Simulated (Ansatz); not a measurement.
**Mo2C (Pbcn): phonon-mediated transition temperature**

Aim: the phonon-mediated transition temperature of Mo2C (Pbcn) at ambient pressure, over a range of μ*. The cell shown first is a relaxed one, from steps not shown here.

Main program and level: Ansatz 0.2.0; DFT PBEsol, scalar-relativistic, plane waves, PAW; PAW set soft_1.

Experimental background.

“Nodeless superconductivity and topological nodal states in molybdenum carbide” (2024, arxiv:2409.02380) reports for Mo2C, by magnetic susceptibility (commercial 99.5% loose powder): superconducting transition temperature (superconducting transition from magnetization) 3.2 K.

Most raw output is cut from this account.

## 1. The cell after earlier relaxation steps

Symmetry: Pbcn, No. 60, orthorhombic system. The conventional cell has a = 4.714 Å, b = 5.998 Å, c = 5.175 Å, α = 90.00°, β = 90.00°, γ = 90.00°. Mo has 3 C at 2.09 to 2.11 Å nearest. Nearest to C lie 6 Mo at 2.09 to 2.11 Å. Farther neighbours are not listed.

## 2. Resistivity: q 2×1×2, k 6×4×4, scattering 8×8×8

The run that gives the couplings also evaluates McMillan's and Allen and Dynes's formulas and, where asked, the Eliashberg equations, over a range of μ*.

Input file input.yaml:

```yaml
crystal:
  lattice:
    - [4.7141610573, 0.0, 0.0]
    - [0.0, 5.9980010731, 0.0]
    - [0.0, 0.0, 5.17549571]
  atoms:
    - { symbol: Mo, position: [0.2457411574, 0.1224015411, 0.0796732687] }
    - { symbol: Mo, position: [0.2542588426, 0.3775984589, 0.5796732687] }
    - { symbol: Mo, position: [0.7457411574, 0.3775984589, 0.9203267313] }
    - { symbol: Mo, position: [0.7542588426, 0.1224015411, 0.4203267313] }
    - { symbol: Mo, position: [0.7542588426, 0.8775984589, 0.9203267313] }
    - { symbol: Mo, position: [0.7457411574, 0.6224015411, 0.4203267313] }
    - { symbol: Mo, position: [0.2542588426, 0.6224015411, 0.0796732687] }
    - { symbol: Mo, position: [0.2457411574, 0.8775984589, 0.5796732687] }
    - { symbol: C, position: [0.0, 0.377257054, 0.25] }
    - { symbol: C, position: [0.5, 0.122742946, 0.75] }
    - { symbol: C, position: [0.0, 0.622742946, 0.75] }
    - { symbol: C, position: [0.5, 0.877257054, 0.25] }
kpoints:
  mp_grid: { grid: [6, 4, 4] }
hamiltonian:
  xc: pbesol
  pseudopotentials: { kind: paw, azcp: { folder: soft_1 }, xc_functional: pbe }
scf:
  occupations: { method: methfessel_paxton, width: 0.2 }
output:
  eigenvalues: true
phonons:
  method: dfpt
  qmesh: [2, 1, 2]
  temperatures: { t_max: 1000, t_step: 50 }
  qpath:
    path:
      - [[0.0, 0.0, 0.0], [0.5, 0.0, 0.0], [0.5, 0.5, 0.0], [0.0, 0.5, 0.0], [0.0, 0.0, 0.0], [0.0, 0.0, 0.5], [0.5, 0.0, 0.5], [0.5, 0.5, 0.5], [0.0, 0.5, 0.5], [0.0, 0.0, 0.5]]
      - [[0.5, 0.0, 0.0], [0.5, 0.0, 0.5]]
    npoints: 6
  electrical_resistivity:
    mesh: [8, 8, 8]
    temperatures: [20.0, 50.0, 80.0, 100.0, 150.0, 200.0, 273.0, 300.0, 400.0, 500.0, 600.0, 800.0]
  superconductivity: { mesh: [8, 8, 8] }
```

Launch:

```bash
$ ansatz run input.yaml --threads 16 --pin off --max-ram 92160MiB --backend cuda --events-out ev --progress --plain --runs-dir out --max-vram 78GiB
```

Run time: 2.2 min. Hardware: 1 × NVIDIA GB200 with 16 threads of Arm Neoverse V2, shared host; peak memory 5 GiB; 24 min of CPU time.

This step gave:

* volume per atom: 12.19 Å³/atom
* metallic on mesh: yes
* gap on the k-mesh: 0 eV
* zero point energy: 0.7644 eV/cell
* share of imaginary modes in the plain interpolation between solved wavevectors: 0
* highest frequency, solved or plainly interpolated: 713.2 cm⁻¹
* Debye temperature (second moment): 765 K
* resistivity at 300 K: 31.14 μΩ cm, mean of the axes
* coupling constant λ: 0.6155
* density of states at the Fermi level: 3.166 states/eV a spin and cell
* log mean phonon energy ħω_log: 23.51 meV
* transport coupling constant λ_tr: 0.6144, 0.6149, 0.6194 (xx, yy, zz)
* Drude plasma energy: 4.858, 4.075, 5.002 eV (xx, yy, zz)
* resistivity times mean free path: 9.753, 14.29, 8.732 × 10⁻¹⁶ Ω m² (xx, yy, zz)
* second-moment phonon energy ħω₂: 33.93 meV

Transition temperatures:

```csv
μ*,McMillan Tc (K),Allen–Dynes Tc (K),isotropic Fermi-surface Tc (K),isotropic full bandwidth Tc (K),anisotropic Fermi-surface Tc (K),anisotropic full bandwidth Tc (K),anisotropic narrow window Tc (K)
0.08,8.16,8.47,7.72,7.75,7.91,7.93,7.94
0.1,6.73,6.96,6.22,6.25,6.41,6.43,6.43
0.12,5.42,5.59,4.92,4.94,5.1,5.11,5.11
0.13,4.82,4.96,4.33,4.35,4.51,4.52,4.52
0.14,4.25,4.37,3.8,3.81,3.97,3.98,3.97
0.16,3.21,3.3,2.85,2.87,3.01,3.02,3.01
0.2,1.6,1.64,1.46,1.47,1.58,1.6,1.58
```

## 3. Coupling and resistivity: q 2×2×2, k 6×4×6, scattering 8×8×8

The next rung changes the q mesh, which sets the reach of the force constants and couplings; the k mesh of the density and its response; the phonon self-energy between the q points, now taken in.

Changes to input.yaml since step 2:

```diff
@@ -19,3 +19,3 @@
 kpoints:
-  mp_grid: { grid: [6, 4, 4] }
+  mp_grid: { grid: [6, 4, 6] }
 hamiltonian:
@@ -29,3 +29,3 @@
   method: dfpt
-  qmesh: [2, 1, 2]
+  qmesh: [2, 2, 2]
   temperatures: { t_max: 1000, t_step: 50 }
```

Wall time 3.9 min (1 × NVIDIA GB200 with 16 threads); peak memory 6.4 GiB.

Numbers from this step:

| Item | Value |
| --- | --- |
| zero point energy | 0.7675 eV/cell |
| highest frequency, solved or plainly interpolated | 716.4 cm⁻¹ |
| Debye temperature (second moment) | 766 K |
| resistivity at 300 K | 29.91 μΩ cm, mean of the axes |
| coupling constant λ | 0.5925 |
| log mean phonon energy ħω_log | 24.27 meV |
| transport coupling constant λ_tr | 0.5946, 0.5907, 0.5991 (xx, yy, zz) |
| Drude plasma energy | 4.856, 4.073, 4.997 eV (xx, yy, zz) |
| resistivity times mean free path | 9.757, 14.29, 8.744 × 10⁻¹⁶ Ω m² (xx, yy, zz) |
| second-moment phonon energy ħω₂ | 34.55 meV |

Transition temperatures:

```csv
μ*,McMillan Tc (K),Allen–Dynes Tc (K),isotropic Fermi-surface Tc (K),isotropic full bandwidth Tc (K),anisotropic Fermi-surface Tc (K),anisotropic full bandwidth Tc (K),anisotropic narrow window Tc (K)
0.08,7.61,7.89,7.18,7.22,7.38,7.4,7.41
0.1,6.2,6.4,5.72,5.74,5.91,5.92,5.93
0.12,4.92,5.06,4.45,4.47,4.63,4.64,4.64
0.13,4.33,4.45,3.89,3.9,4.06,4.07,4.07
0.14,3.78,3.88,3.37,3.39,3.54,3.55,3.55
0.16,2.79,2.86,2.48,2.49,2.63,2.65,2.63
0.2,1.31,1.33,1.2,1.21,1.32,1.33,1.31
```

For the log mean phonon energy ħω_log, step 2 gave 23.5 meV; this run, with k-mesh 6×4×6 and q mesh 2×2×2, gives 24.3 meV (+3 %).

## 4. Coupling and resistivity: q 3×2×3, k 9×6×6, scattering 12×8×12

The next rung changes the q mesh, which sets the reach of the force constants and couplings; the k mesh of the density and its response; the scattering mesh, which samples the Fermi surface.

Changes to input.yaml since step 3:

```diff
@@ -19,3 +19,3 @@
 kpoints:
-  mp_grid: { grid: [6, 4, 6] }
+  mp_grid: { grid: [9, 6, 6] }
 hamiltonian:
@@ -29,3 +29,3 @@
   method: dfpt
-  qmesh: [2, 2, 2]
+  qmesh: [3, 2, 3]
   temperatures: { t_max: 1000, t_step: 50 }
@@ -37,4 +37,4 @@
   electrical_resistivity:
-    mesh: [8, 8, 8]
+    mesh: [12, 8, 12]
     temperatures: [20.0, 50.0, 80.0, 100.0, 150.0, 200.0, 273.0, 300.0, 400.0, 500.0, 600.0, 800.0]
-  superconductivity: { mesh: [8, 8, 8] }
+  superconductivity: { mesh: [12, 8, 12] }
```

The job ended after 9.6 min (1 × NVIDIA GB200 with 16 threads; peak memory 13 GiB).

Numbers from this step:

| Quantity | Value |
| --- | --- |
| zero point energy | 0.7724 eV/cell |
| highest frequency, solved or plainly interpolated | 718.1 cm⁻¹ |
| Debye temperature (second moment) | 770 K |
| resistivity at 300 K | 31.77 μΩ cm, mean of the axes |
| coupling constant λ | 0.6202 |
| density of states at the Fermi level | 3.324 states/eV a spin and cell |
| log mean phonon energy ħω_log | 24.16 meV |
| transport coupling constant λ_tr | 0.6311, 0.6214, 0.6251 (xx, yy, zz) |
| Drude plasma energy | 4.875, 3.927, 4.942 eV (xx, yy, zz) |
| resistivity times mean free path | 9.114, 15.11, 9.165 × 10⁻¹⁶ Ω m² (xx, yy, zz) |
| second-moment phonon energy ħω₂ | 34.22 meV |

Transition temperatures:

```csv
μ*,McMillan Tc (K),Allen–Dynes Tc (K),isotropic Fermi-surface Tc (K),isotropic full bandwidth Tc (K),anisotropic Fermi-surface Tc (K),anisotropic full bandwidth Tc (K),anisotropic narrow window Tc (K)
0.08,8.55,8.88,8.12,8.03,8.28,8.22,8.22
0.1,7.07,7.32,6.57,6.5,6.72,6.68,6.68
0.12,5.71,5.89,5.21,5.16,5.35,5.33,5.32
0.13,5.08,5.24,4.6,4.56,4.74,4.72,4.71
0.14,4.49,4.62,4.03,4,4.17,4.15,4.14
0.16,3.41,3.5,3.04,3.01,3.17,3.15,3.15
0.2,1.73,1.76,1.57,1.55,1.67,1.66,1.65
```

The Eliashberg function α²F has structure finer than the step of the table below, so its rows give means over 2.5 meV, whole bins alone (the curve runs from 0.347 to 88.5 meV). Peaks (meV: height): α²F 18.38: 0.530, 23.93: 0.660, 34.34: 0.139, 78.05: 0.57, 82.21: 0.402, 87.06: 0.250; α²F tr 18.38: 0.518, 23.93: 0.652, 34.34: 0.150, 78.05: 0.576, 81.51: 0.423, 87.06: 0.265.

Table of Eliashberg function α²F by phonon energy; means over each step:

```csv
phonon energy (meV),α²F,α²F tr
2.5,8.9e-5,6.4e-5
5.0,0.00116,7.9e-4
7.5,0.00379,0.00324
10.0,0.0103,0.0101
12.5,0.0327,0.0342
15.0,0.141,0.147
17.5,0.432,0.430
20.0,0.365,0.365
22.5,0.484,0.486
25.0,0.433,0.430
27.5,0.201,0.202
30.0,0.0498,0.0499
32.5,0.0827,0.0884
35.0,0.0892,0.0974
37.5,0.0234,0.0243
40.0,0.00286,0.00219
42.5,0,0
45.0,0,0
47.5,0,0
50.0,0,0
52.5,0,0
55.0,0,0
57.5,0,0
60.0,0,0
62.5,0,0
65.0,0,0
67.5,0,0
70.0,0,0
72.5,0,0
75.0,0.00770,0.00815
77.5,0.366,0.376
80.0,0.134,0.135
82.5,0.318,0.327
85.0,0.178,0.187
```

The Eliashberg function α²F has structure finer than the step of the table below, so its rows give means over 2 meV, whole bins alone (the curve runs from 0.347 to 88.5 meV). Peaks (meV: height): α²F 18.4: 0.530, 23.9: 0.660, 34.3: 0.139, 78.0: 0.57, 82.2: 0.402, 87.1: 0.250; Mo 18.4: 0.521, 23.9: 0.642, 34.3: 0.137; C 78.0: 0.530, 82.2: 0.377, 87.1: 0.246.

Eliashberg function α²F against phonon energy; means over each step:

```csv
phonon energy (meV),α²F,Mo,C
2,1.4e-5,1.4e-5,0
4,5.8e-4,5.3e-4,1.2e-5
6,0.00190,0.00179,1.1e-4
8,0.00465,0.00438,2.3e-4
10,0.0101,0.00962,5.0e-4
12,0.0241,0.0230,0.00106
14,0.0739,0.0713,0.00256
16,0.250,0.244,0.00614
18,0.472,0.464,0.00839
20,0.357,0.349,0.00765
22,0.413,0.397,0.0153
24,0.553,0.537,0.0158
26,0.340,0.331,0.00874
28,0.136,0.133,0.00339
30,0.0485,0.0472,0.00130
32,0.0698,0.0687,0.00109
34,0.114,0.113,0.00135
36,0.0506,0.0500,6.1e-4
38,0.0173,0.0172,1.7e-4
40,0.00238,0.00238,4.9e-6
42,0,0,0
44,0,0,0
46,0,0,0
48,0,0,0
50,0,0,0
52,0,0,0
54,0,0,0
56,0,0,0
58,0,0,0
60,0,0,0
62,0,0,0
64,0,0,0
66,0,0,0
68,0,0,0
70,0,0,0
72,0,0,0
74,0,0,0
76,0.0798,0.00488,0.0749
78,0.405,0.0278,0.377
80,0.115,0.00864,0.106
82,0.346,0.0214,0.324
84,0.203,0.00908,0.194
86,0.190,0.00478,0.185
```

Anisotropic full-bandwidth solution, weighted at the Fermi level. Gaps:

```csv
mu*,T (K),mean gap (meV),5 % (meV),95 % (meV),mean Z
0.1,1.67,1.02,0.898,1.15,1.61
0.1,3.34,0.981,0.86,1.11,1.61
0.1,5.01,0.796,0.698,0.898,1.61
0.1,6.01,0.541,0.474,0.61,1.61
0.13,1.18,0.716,0.616,0.816,1.61
0.13,2.36,0.685,0.589,0.781,1.61
0.13,3.54,0.555,0.477,0.633,1.61
0.13,4.24,0.377,0.324,0.429,1.61
0.16,0.789,0.475,0.399,0.55,1.61
0.16,1.58,0.454,0.381,0.526,1.61
0.16,2.37,0.367,0.308,0.426,1.61
0.16,2.84,0.249,0.209,0.289,1.61
```

dTc/da2F against phonon energy:

```csv
phonon energy (meV),dTc/da2F (K/meV)
5,5.03
10,3.94
15,3.15
20,2.60
25,2.19
30,1.89
35,1.65
40,1.47
45,1.30
50,1.18
55,1.07
60,0.975
65,0.895
70,0.825
75,0.765
80,0.710
85,0.663
```

Share of the Fermi-level states against lambda of a state:

```csv
lambda of a state,share of the Fermi-level states
0.504,0.0068
0.517,0.0153
0.530,0.0373
0.543,0.0481
0.557,0.0556
0.570,0.0642
0.583,0.0498
0.596,0.0903
0.609,0.0789
0.623,0.136
0.636,0.105
0.649,0.0706
0.662,0.0697
0.675,0.0647
0.689,0.0247
0.702,0.0184
0.715,0.0223
0.728,0.0189
0.741,0.0107
0.755,0.0079
0.768,0.0052
0.781,0
0.794,0
0.807,0
```

## 5. What came out

```json
{
 "meshes": "q 3×2×3, k 9×6×6, scattering 12×8×12",
 "coupling constant λ": "0.620",
 "log mean phonon energy ħω_log": "24.2 meV",
 "Allen–Dynes Tc at μ* = 0.1": "7.32 K",
 "Allen–Dynes Tc at μ* = 0.13": "5.24 K",
 "anisotropic Eliashberg Tc at μ* = 0.1": "6.68 K",
 "anisotropic Eliashberg Tc at μ* = 0.13": "4.72 K"
}
```

**Reading.** In the last run (PBEsol, q 3×2×3, k 9×6×6, scattering 12×8×12), with λ = 0.62 and ħω_log = 24.2 meV, Tc at μ* = 0.13 is 5.1 K by McMillan's formula, 5.2 K by Allen and Dynes's and 4.7 K by the anisotropic Eliashberg equations. Allen and Dynes's formula meets the measured 3.2 K at μ* near 0.17. Raising μ* from 0.10 to 0.16 lowers the Allen–Dynes value from 7.3 to 3.5 K. The mean gap at a quarter of Tc gives 2Δ/k_B Tc = 3.52, against 3.53 in weak-coupling theory. The gap spreads from 0.62 to 0.82 meV over nine tenths of the Fermi surface. By the run's own test λ is not converged in the fine mesh: it moves by 7 % between the two finest, and by up to 21 % in the other runs. The run's transport test calls it not converged in the mesh; ρ(300 K) moves by 14 % in the component that moves most. λ of these runs moves by 7 to 21 % between their two finest meshes, and Tc by more, so small gaps between the runs or to the measured value rank nothing. Over the runs, λ takes the values 0.616, 0.593 and 0.620, in the order shown. μ* is a typed number, phonons are harmonic, and spin fluctuations are left out; at μ* = 0.13 McMillan's formula turns 1 % in λ into about 3.5 % in Tc.

Comparison with the measured values:

```
                                                   quantity  measured  Allen–Dynes, PBEsol, q 2×1×2, fine 8×8×8  Eliashberg, PBEsol, q 2×1×2, fine 8×8×8  Allen–Dynes, PBEsol, q 2×2×2, fine 8×8×8  Eliashberg, PBEsol, q 2×2×2, fine 8×8×8  Allen–Dynes, PBEsol, q 3×2×3, fine 12×8×12  Eliashberg, PBEsol, q 3×2×3, fine 12×8×12
superconducting transition temperature (μ* = 0.13) (kelvin)       3.2                            4.96 (+55.0 %)                           4.52 (+41.2 %)                            4.45 (+39.1 %)                           4.07 (+27.2 %)                              5.24 (+63.7 %)                             4.72 (+47.5 %)
```

Measured values from arxiv:2409.02380 (2024).

How well it matches: For the superconducting transition temperature, of the levels listed nearest comes Eliashberg, PBEsol, q 2×2×2, fine 8×8×8 (+27.2 %, a clear miss) and farthest Allen–Dynes, PBEsol, q 3×2×3, fine 12×8×12 (+63.7 %, a clear miss). Limits of convergence are named above.

[Logs are printed without paths, hosts, clocks, repeated set-up lines and the standing remarks that a program may print on its own settings, such as how far it seeks lower states.]

[Hosts, paths, dates, database ids (printed as entryN), source tags and the programs' standing remarks are cut or masked in the printed files.]
